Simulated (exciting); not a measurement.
LiGeN, space group P6_3mc, N K edge of atom 3, with 3 Ge at 2.00 Å and 3 Li at 2.18 Å (distorted octahedral, site symmetry 3m); the tensor is averaged over the atoms equivalent by symmetry. Method: exciting, all-electron LAPW+lo, LDA, exchange and screened direct term (singlet BSE), 5×5×2 shifted k points, 27 conduction bands, |G+q| up to 3 bohr⁻¹, full RPA screening with nempty = 53, Lorentzian half width 0.45 eV.

```
Ge N Li
1.0
     3.01241    0.00000    0.00000
    -1.50620    2.60882    0.00000
     0.00000    0.00000    9.41946
Ge N Li
2 2 2
Direct
  0.00000 0.00000 0.99802
  0.00000 0.00000 0.49802
  0.66667 0.33333 0.10322
  0.33333 0.66667 0.60322
  0.33333 0.66667 0.24339
  0.66667 0.33333 0.74339
```

Energy from the Kohn–Sham onset, core level to the lowest empty state found on the meshes used; scaled to the maximum of the polarisation mean:

```
E (eV)  curve 1  curve 2
  -4.5     0.03     0.03
  -4.0     0.03     0.04
  -3.5     0.04     0.04
  -3.0     0.05     0.06
  -2.5     0.07     0.08
  -2.0     0.09     0.13
  -1.5     0.14     0.25
  -1.0     0.24     0.63
  -0.5     0.54     1.18
   0.0     1.10     0.80
   0.5     1.02     0.60
   1.0     0.97     0.50
   1.5     1.02     0.50
   2.0     1.13     0.65
   2.5     1.11     0.76
   3.0     0.88     0.74
   3.5     0.81     0.72
   4.0     0.74     0.71
   4.5     0.69     0.72
   5.0     0.65     0.79
   5.5     0.70     0.67
   6.0     0.64     0.52
   6.5     0.53     0.37
   7.0     0.54     0.27
   7.5     0.61     0.26
   8.0     0.53     0.32
   8.5     0.42     0.33
   9.0     0.51     0.42
   9.5     0.49     0.62
  10.0     0.46     0.63
  10.5     0.54     0.62
  11.0     0.39     0.47
  11.5     0.23     0.35
  12.0     0.17     0.33
  12.5     0.15     0.30
  13.0     0.13     0.27
  13.5     0.12     0.27
  14.0     0.13     0.28
  14.5     0.13     0.26
  15.0     0.14     0.29
  15.5     0.13     0.19
```

The curves are the diagonal elements of Im ε for ε ∥ c and ⊥ c. Which is which?

Curve 1: ε ⊥ c, maxima 0.1 eV (1.13), 1.9 eV (1.13) and 5.6 eV (0.70); 3 lower ones aren't listed. Curve 2: ε ∥ c, maxima -0.5 eV (1.18), 2.7 eV (0.77) and 5.0 eV (0.79); 3 lower ones aren't listed. A K edge probes the empty p states along ε, which follow the bonds' lengths and directions.

[Banner, clock and machine lines of the logs are left out without a mark of their own.]

[Logs are printed without paths, hosts, clocks, repeated set-up lines and the standing remarks that a program may print on its own settings, such as how far it seeks lower states.]

[Hosts, paths, dates, database ids (printed as entryN), source tags and the programs' standing remarks are cut or masked in the printed files.]
